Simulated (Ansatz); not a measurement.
# How fast states decay through Cd4Te3S, part 2 of 2

Aim: relax a made-up compound, Cd4Te3S, and see how good a tunnel barrier it would be. It is built by putting Cd for Mg, S for Se in the Mg4Te3Se structure of space group P-4m2, with the volume rescaled by atomic radii. The parent structure comes from the Materials Project.

Ansatz 0.2.0; PBE DFT, plane waves, PAW files (the session's first sound run).

So far. Step 2 (Relaxing the new crystal): The largest force component on a free atom ends at 0.0061 eV/Å. Step 3 (The bulk crystal and its band edges): The searched edges give 0.507 eV, as on the mesh. The relaxed cell has a = 4.567, c = 12.826 Å (conventional setting).

The structure was built from a prototype and need not be the compound's stable phase.

### 4. Complex bands

This step: PBE DFT, plane waves, PAW files; complex bands by layer matching along the plane's normal (Ansatz 0.2.0).

The same crystal is laid in a cell whose first two vectors span the (001) plane (indices of the standard conventional cell, whose axes can be ordered otherwise than in the bulk input). At fixed energy and wavevector in the plane the solver finds all kz, real and complex. A few wavevectors are listed, (0, 0) and (0.5, 0) in units of the plane's reciprocal vectors; the slowest state needn't be among them.

File input.yaml:

```yaml
crystal:
  lattice:
    - [4.567345094, 0.0, 0.0]
    - [0.0, 4.567345094, 0.0]
    - [0.0, 0.0, 12.82642479]
  atoms:
    - { symbol: Cd, position: [0.5, 0.0, 0.6026661195] }
    - { symbol: Cd, position: [0.0, 0.5, 0.3973338805] }
    - { symbol: Cd, position: [0.5, 0.0, 0.1330027033] }
    - { symbol: Cd, position: [0.0, 0.5, 0.8669972967] }
    - { symbol: Te, position: [0.5, 0.5, 0.2653801456] }
    - { symbol: Te, position: [0.0, 0.0, 0.0] }
    - { symbol: Te, position: [0.5, 0.5, 0.7346198544] }
    - { symbol: S, position: [0.0, 0.0, 0.5] }
kpoints:
  mp_grid: { grid: [6, 6, 2] }
scf:
  occupations: { method: fixed }
hamiltonian:
  xc: pbe
output:
  eigenvalues: true
  transmission:
    leads: [[0, 0]]
    kpoints: [[0.0, 0.0], [0.5, 0.0]]
    e_range: [-1.0, 1.51]
    de: 0.05
```

Command:

```sh
$ ansatz run input.yaml --threads 2 --pin off --max-ram 4096MiB --backend cpu --events-out ev --progress --plain --runs-dir out
```

Numbers of over 12 decimals in the logs are rounded to 6 here.

The log of the run:

```text
[...]
Crystal: 8 atoms, lattice volume = 267.567 Å³
Basis set: ecut = 420 eV, 5251 PW (Γ)
Bands: 81, of which v1, the nominal top of the filled ones, is band 67 counted from 1 (66 counted from 0)
Symmetry: 8 space group operations
[...]
k-points: 20 of 72
[...]
SCF iter   1: F=—  HF=-54863.642100 eV  |F-HF|=—  |Δ(HF+E_count)|=         —  Δρ=1.27e-3  dr2=1.10e-2  ethr=1.77e-3  ⟨swp⟩=5.0  Hψ=4942  notcnv=0  defer=227
[...]
SCF iter   7: F=-54863.642136 eV  HF=-54863.642136 eV  |F-HF|=3.18e-8  |Δ(HF+E_count)|=   7.56e-7  Δρ=3.95e-6  dr2=3.92e-8  ethr=7.46e-11  ⟨swp⟩=11.7  Hψ=7477  notcnv=0
SCF 1 converged in 7 iterations: F = -54863.642136 eV  dr2 = 3.92e-8
[...]
transmission: 16 of 32 steps passed
transmission: 32 of 32 steps passed
SCF converged after 7 iterations
Free energy (F): -54863.642136 eV
[...]
Internal energy: -54863.642136 eV  (E = F + TS)
E sigma→0 (E₀):  -54863.642136 eV
Fermi energy:    6.696739 eV
[...]
--- Band table (eV; the first three rows and the last of 20) ---
  k-point 0: bands = [... 63 lower, 5.9169, 6.5540, 6.6967, 6.6967, 7.2042, 9.3788, 9.5479, 9.7200, ... 10 higher]
  k-point 1: bands = [... 63 lower, 6.2185, 6.2185, 6.5285, 6.5285, 8.4227, 8.4960, 9.5076, 9.7221, ... 10 higher]
  k-point 2: bands = [... 63 lower, 5.7935, 5.9834, 6.2675, 6.6417, 8.2089, 9.3594, 9.6113, 9.7642, ... 10 higher]
  k-point 19: bands = [... 63 lower, 4.7812, 4.7812, 4.8892, 4.9501, 9.8835, 9.8835, 10.0448, 10.1384, ... 10 higher]
--- Transmission ---
  basis      : 185 plane waves across, 16 finite elements along
  points     : 2, as listed
  energies   : 51 from -1.000000 to 1.500000 eV about the Fermi level, 0.050000 eV apart; the leads are filled to 0.253715 eV, and channels, transmission and decay are at 0.250000 eV
  crystal 0  : Te3Cd4S1, at the sites [0, 0], period 12.8264 Å: whole cells are its period
    offset         : up to 0.0000 Å between an atom of the period and one for which it stands
    channels       : 0.000000e0 a spin
    conductance    : none, the energies end too early or step too widely for 300 K: set another output.transmission.e_range or a lower de, or, where they end at an eighth of basis.ecutwfc, a higher one
    slowest decay  : 0.0504 /Å at (0.0000, 0.0000)
```

Elapsed: 13 s, on 2 threads of AMD EPYC 9R45, shared host; peak memory 0.89 GiB.

This step gave:

| Property | Result |
| --- | --- |
| level to which the leads are filled | 0.2537 eV from the Fermi level |
| decay constant at the filling level, zone centre | 0.05044 Å⁻¹ |
| decay constant at the filling level, slowest listed point | 0.0504 Å⁻¹ |

K parallel (0, 0); values up to 1.405 1/Å, a degenerate pair printed once or twice; energies at which all values exceed this have no row. Table of Im kz of the slowest decaying states by energy, zero at the highest filled level on the SCF mesh:

```csv
energy (eV),decay 1 (Å⁻¹),decay 2 (Å⁻¹),decay 3 (Å⁻¹),decay 4 (Å⁻¹)
-1.000,0.0811,1.00,1.32,-
-0.800,0.0367,0.973,1.31,-
-0.600,0.943,1.30,-,-
-0.400,0.0625,0.912,1.28,-
-0.200,0.0480,0.882,1.27,-
0.000,0.00235,0.0430,0.851,1.26
0.200,0.0516,0.189,0.820,1.24
0.400,0.0382,0.254,0.788,1.23
0.600,0.297,0.755,1.21,-
0.800,0.329,0.721,1.20,-
1.000,0.354,0.686,1.19,-
1.200,0.373,0.649,1.17,-
1.400,0.387,0.610,1.16,-
```

K parallel (0, 0). The Re kz of states that move upwards by energy, zero at the highest filled level on the SCF mesh:

| energy (eV) | channel 1 (Å⁻¹) | channel 2 (Å⁻¹) | channel 3 (Å⁻¹) |
| --- | --- | --- | --- |
| -1.00 | -0.189 | - | - |
| -0.90 | -0.171 | - | - |
| -0.85 | -0.162 | - | - |
| -0.75 | -0.143 | 0.0477 | 0.0477 |
| -0.65 | -0.125 | 0.112 | 0.112 |
| -0.55 | -0.107 | 0.170 | 0.170 |
| -0.50 | -0.0974 | 0.206 | 0.206 |
| -0.40 | -0.0782 | - | - |
| -0.30 | -0.0574 | - | - |
| -0.20 | -0.0323 | - | - |
| -0.15 | -0.204 | -0.204 | -0.0111 |
| -0.05 | -0.105 | -0.105 | - |
| 0.00 | - | - | - |
| 0.05 | - | - | - |
| 0.10 | - | - | - |
| 0.20 | - | - | - |
| 0.30 | - | - | - |
| 0.40 | - | - | - |
| 0.45 | - | - | - |
| 0.55 | 0.0271 | - | - |
| 0.65 | 0.0530 | - | - |
| 0.70 | 0.0634 | - | - |
| 0.80 | 0.0826 | - | - |
| 0.90 | 0.101 | - | - |
| 1.00 | 0.118 | - | - |
| 1.05 | 0.126 | - | - |
| 1.15 | 0.143 | - | - |
| 1.25 | 0.160 | - | - |
| 1.35 | 0.176 | - | - |
| 1.40 | 0.185 | - | - |
| 1.50 | 0.201 | - | - |

K parallel (0.5, 0); values up to 1.405 1/Å, a degenerate pair printed once or twice; energies at which all values exceed this have no row. The Im kz of the slowest decaying states by energy, zero at the highest filled level on the SCF mesh:

```csv
energy (eV),decay 1 (Å⁻¹),decay 2 (Å⁻¹),decay 3 (Å⁻¹),decay 4 (Å⁻¹)
-1.00,0.660,0.726,1.17,1.19
-0.90,0.616,0.711,1.16,1.17
-0.75,0.0398,0.0692,0.527,0.674
-0.60,0.112,0.120,0.350,0.589
-0.50,0.139,0.141,0.501,1.09
-0.40,0.157,0.159,0.392,0.626
-0.25,0.175,0.182,0.509,0.684
-0.10,0.188,0.199,0.566,0.713
0.00,0.194,0.209,0.591,0.726
0.10,0.199,0.216,0.610,0.735
0.25,0.203,0.225,0.631,0.746
0.40,0.204,0.231,0.646,0.752
0.50,0.203,0.234,0.653,0.755
0.60,0.200,0.236,0.658,0.756
0.75,0.194,0.236,0.664,0.757
0.90,0.184,0.234,0.668,0.757
1.00,0.176,0.231,0.669,0.755
1.10,0.165,0.228,0.670,0.754
1.25,0.145,0.219,0.669,0.750
1.40,0.115,0.208,0.667,0.745
1.50,0.0858,0.198,0.665,0.742
```

At the listed wavevectors the last open channel is at -0.05 eV and the next at +0.55 eV on the grid. At +0.25 eV, the grid energy nearest the filling level (the middle of the gap on the SCF mesh), the slowest state at the listed wavevectors decays with κ = 0.0504 Å⁻¹, its amplitude falling by e over 20 Å. Through 1 nm of this crystal that state's transmission falls by exp(−2 × 0.0504 Å⁻¹ × 10 Å) = 0.36.

### 5. Decay over the two-dimensional zone

The listed points could miss the slowest state, so one energy near mid-gap is solved on a mesh of 8×8.

input.yaml: that of step 4 with these lines changed.

```diff
@@ -22,6 +22,2 @@
   eigenvalues: true
-  transmission:
-    leads: [[0, 0]]
-    kpoints: [[0.0, 0.0], [0.5, 0.0]]
-    e_range: [-1.0, 1.51]
-    de: 0.05
+  transmission: { leads: [[0, 0]], kmesh: [8, 8], e_range: [0.25, 0.26], de: 0.05 }
```

The log of the run:

```text
[...]
Crystal: 8 atoms, lattice volume = 267.567 Å³
Basis set: ecut = 420 eV, 5251 PW (Γ)
Bands: 81, of which v1, the nominal top of the filled ones, is band 67 counted from 1 (66 counted from 0)
Symmetry: 8 space group operations
[...]
k-points: 20 of 72
[...]
SCF iter   1: F=—  HF=-54863.642100 eV  |F-HF|=—  |Δ(HF+E_count)|=         —  Δρ=1.27e-3  dr2=1.10e-2  ethr=1.77e-3  ⟨swp⟩=5.0  Hψ=4942  notcnv=0  defer=227
[...]
SCF iter   7: F=-54863.642136 eV  HF=-54863.642136 eV  |F-HF|=3.18e-8  |Δ(HF+E_count)|=   7.56e-7  Δρ=3.95e-6  dr2=3.92e-8  ethr=7.46e-11  ⟨swp⟩=11.7  Hψ=7477  notcnv=0
SCF 1 converged in 7 iterations: F = -54863.642136 eV  dr2 = 3.92e-8
[...]
transmission: 64 of 400 steps passed
transmission: 128 of 400 steps passed
[...]
transmission: 400 of 400 steps passed
SCF converged after 7 iterations
Free energy (F): -54863.642136 eV
[...]
Internal energy: -54863.642136 eV  (E = F + TS)
E sigma→0 (E₀):  -54863.642136 eV
Fermi energy:    6.696739 eV
[...]
--- Band table (eV; the first three rows and the last of 20) ---
  k-point 0: bands = [... 63 lower, 5.9169, 6.5540, 6.6967, 6.6967, 7.2042, 9.3788, 9.5479, 9.7200, ... 10 higher]
  k-point 1: bands = [... 63 lower, 6.2185, 6.2185, 6.5285, 6.5285, 8.4227, 8.4960, 9.5076, 9.7221, ... 10 higher]
  k-point 2: bands = [... 63 lower, 5.7935, 5.9834, 6.2675, 6.6417, 8.2089, 9.3594, 9.6113, 9.7642, ... 10 higher]
  k-point 19: bands = [... 63 lower, 4.7812, 4.7812, 4.8892, 4.9501, 9.8835, 9.8835, 10.0448, 10.1384, ... 10 higher]
--- Transmission ---
  basis      : 185 plane waves across, 16 finite elements along
  points     : 25, standing for a mesh of 8 x 8
  energies   : 1 from 0.250000 to 0.250000 eV about the Fermi level; the leads are filled to 0.253715 eV, and channels, transmission and decay are at 0.250000 eV
  crystal 0  : Te3Cd4S1, at the sites [0, 0], period 12.8264 Å: whole cells are its period
[...]
channels       : 0.000000e0 a spin
    conductance    : none, crystal 0 has no channel at the energies, or these end too early or step too widely for 300 K: set another output.transmission.e_range or a lower de, or, where they end at an eighth of basis.ecutwfc, a higher one
    slowest decay  : 0.0504 /Å at (0.0000, 0.0000)
```

The job ended after 16 s (2 threads; peak memory 1 GiB; 32 s of CPU time).

This step gave:

| Quantity | Value |
| --- | --- |
| least decay constant on the mesh | 0.0504 Å⁻¹ |

Slowest decay constant (1/Å; 0 where a channel is open) over k1 and k2. At 0.2500 eV from the Fermi level.

Ten even steps from '_' (0.050) to '@' (0.388):
```
@@%%@@##==##@@%%
%%@@##**==**##@@
**##**==--==**##
======--__--====
**##**==--==**##
%%@@##**==**##@@
@@%%@@##==##@@%%
%%@@%%**==**%%@@
```
Columns: k1 (b1) from -0.5 to 0.375; rows upwards: k2 (b2) from -0.5 to 0.375.

The least value on the mesh is 0.0504 Å⁻¹ at +0.25 eV. At that energy the listed points give about 0.0504 Å⁻¹ by interpolation, so the mesh holds no clearly slower state.

### 6. A check of the settings

This step: PBE DFT, plane waves, PAW files; complex bands by layer matching along the plane's normal; changed: crystal.symmetry = {"detect": false}, hamiltonian.pseudopotentials = {"kind": "nc"} (Ansatz 0.2.0).

This run repeats an earlier one, its twin (the complex run, plane (001)), with two settings changed (crystal.symmetry.detect, hamiltonian.pseudopotentials.kind; files written aside). It is meant to test whether the numerical route changes the result or only the time and how much rests on the atomic datasets. Where the input is shown as a difference, that is against the step before, not the twin.

input.yaml: that of step 5 with these lines changed.

```diff
@@ -14,2 +14,3 @@
     - { symbol: S, position: [0.0, 0.0, 0.5] }
+  symmetry: { detect: false }
 kpoints:
@@ -20,4 +21,9 @@
   xc: pbe
+  pseudopotentials: { kind: nc }
 output:
   eigenvalues: true
-  transmission: { leads: [[0, 0]], kmesh: [8, 8], e_range: [0.25, 0.26], de: 0.05 }
+  transmission:
+    leads: [[0, 0]]
+    kpoints: [[0.0, 0.0], [0.5, 0.0]]
+    e_range: [-1.0, 1.51]
+    de: 0.05
```

The log of the run:

```text
Engine: ansatz 0.2.0, x86_64-unknown-linux-gnu
Pseudopotentials: kind: nc
Pseudopotential: Cd, nc, valence charge 20, recommended cutoff 1071 eV (normal), Cd.nc.azcp
Pseudopotential: Te, nc, valence charge 16, recommended cutoff 1120 eV (normal), Te.nc.azcp
Pseudopotential: S, nc, valence charge 6, recommended cutoff 770 eV (normal), S.nc.azcp (PseudoDojo's, or run here from an input of PseudoDojo's: the run reads no file of this project's for it)
Functional definition: PBE
  parameter kappa = 0.804
  parameter beta = 0.066725
  exchange = pbe_x(kappa = kappa, mu = beta*pi^2/3)
  correlation = pbe_c(beta = beta)
Error: memory limit exceeded: the `transmission` phase of `transmission` needs 4.06 GiB against the run's memory maximum of 4.00 GiB; largest carriers: transmission 3.66 GiB, unmodelled-tail allowance 0.30 GiB, source scf tables 0.09 GiB, source scf state 0.00 GiB; the layers of output.transmission grow with the square of the cell's cross-section: a lower cutoff or a narrower output.transmission.e_range takes less, and so, most of all in a narrow cell, does a wider de; where no e_range is typed, a fill by count is planned with a gap of 40 thermal energies
with nothing else changed it takes a maximum of at least 4.06 GiB, with nothing to spare, and 4.47 GiB leaves up to a tenth: --max-ram 4.47GiB where that set the maximum, else more of the term that did, and with no share typed, where 4.47 GiB is over 0.88 of the host's memory or its container's limit, a share of 0.88 or more that holds the maximum too (--max-ram-frac F), where one does; The budget is ten elevenths of [...]
`transmission` follows the SCF: where the deck gives it k-points, a mesh or a band count of its own, those are what to reduce (not on a resume, whose deck is fixed)
```

The job ended after 0.18 s (2 threads; peak memory 0.27 GiB).

The input was rejected at the start.

The program's message: “Error: memory limit exceeded: the `transmission` phase of `transmission` needs 4.06 GiB against the run's memory maximum of 4.00 GiB; largest carriers: transmission 3.66 GiB, unmodelled-tail allowance …”

### 7. What came out

```
band gap                                         : 0.507 eV
least decay constant at mid-gap, normal to (001) : 0.0504 Å⁻¹
least decay constant on a mesh, normal to (001)  : 0.0504 Å⁻¹
```

What this shows: With PBE, the slowest decay at the wavevectors tried is κ = 0.0504 Å⁻¹, normal to (001). Through such a film the transmission near mid-gap falls as exp(−2κd), a factor of ten every 23 Å. A free electron under a barrier of half the gap would need a mass of 0.038 mₑ to decay at this rate. The compound is made up by substitution; its stability against other phases and against distortions of the cell's symmetry was not tested. A semilocal functional narrows gaps, while spin-orbit coupling, left out here, narrows them in compounds of heavy elements, so the error in κ can go either way.

[Logs are printed without paths, hosts, clocks, repeated set-up lines and the standing remarks that a program may print on its own settings, such as how far it seeks lower states.]

[Hosts, paths, dates, database ids (printed as entryN), source tags and the programs' standing remarks are cut or masked in the printed files.]
